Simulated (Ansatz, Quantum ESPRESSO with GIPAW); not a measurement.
# Two fields, one site: δ_iso and P_Q of 35Cl in BaHClO

The line of one Cl site of BaHClO (atom 5; bound to Ba5; site symmetry m) is simulated from calculated parameters (GIPAW shift with PBEsol, against aqueous Cl-; field gradient by Ansatz). Under fast MAS the central transition of 35Cl (spin 3/2, |γ|/2π = 4.1765 MHz/T) has its centre of gravity at -47.84 ppm at 11.7 T and at 29.90 ppm at 16.4 T. The cell is the Pnma form of a database entry, atoms relaxed, static and at 0 K, with no spin-orbit coupling beside its heavy atoms.

**Task.** Recover the isotropic shift and the quadrupolar product P_Q. What does that say of C_Q?

1. The centre of gravity is δ_cg = δ_iso − (3/40) F (P_Q/ν0)² × 10⁶, with F = [I(I+1) − 3/4]/[I²(2I−1)²] = 0.3333: a straight line in 1/ν0².

2. ν0 = 48.87 and 68.50 MHz, so 1/ν0² = 4.1879e-04 and 2.1315e-04 MHz⁻².

3. The slope is (-47.84 − 29.90) / (4.1879e-04 − 2.1315e-04) = -3.7804e+05 ppm MHz², and the intercept δ_iso = 29.90 − slope × 2.1315e-04 = 110.5 ppm.

4. P_Q = √(−slope / [(3/40) F × 10⁶]) = 3.89 MHz.

5. P_Q = |C_Q|√(1 + η²/3), so |C_Q| lies between 3.37 (η = 1) and 3.89 MHz (η = 0); the shape of the line settles η. The calculation has |C_Q| = 3.77 MHz, η_Q = 0.43 and δ_iso = 110.5 ppm. Reading the 11.7 T position as the shift would be off by -158.3 ppm.

[Hosts, paths, dates, database ids (printed as entryN), source tags and the programs' standing remarks are cut or masked in the printed files.]
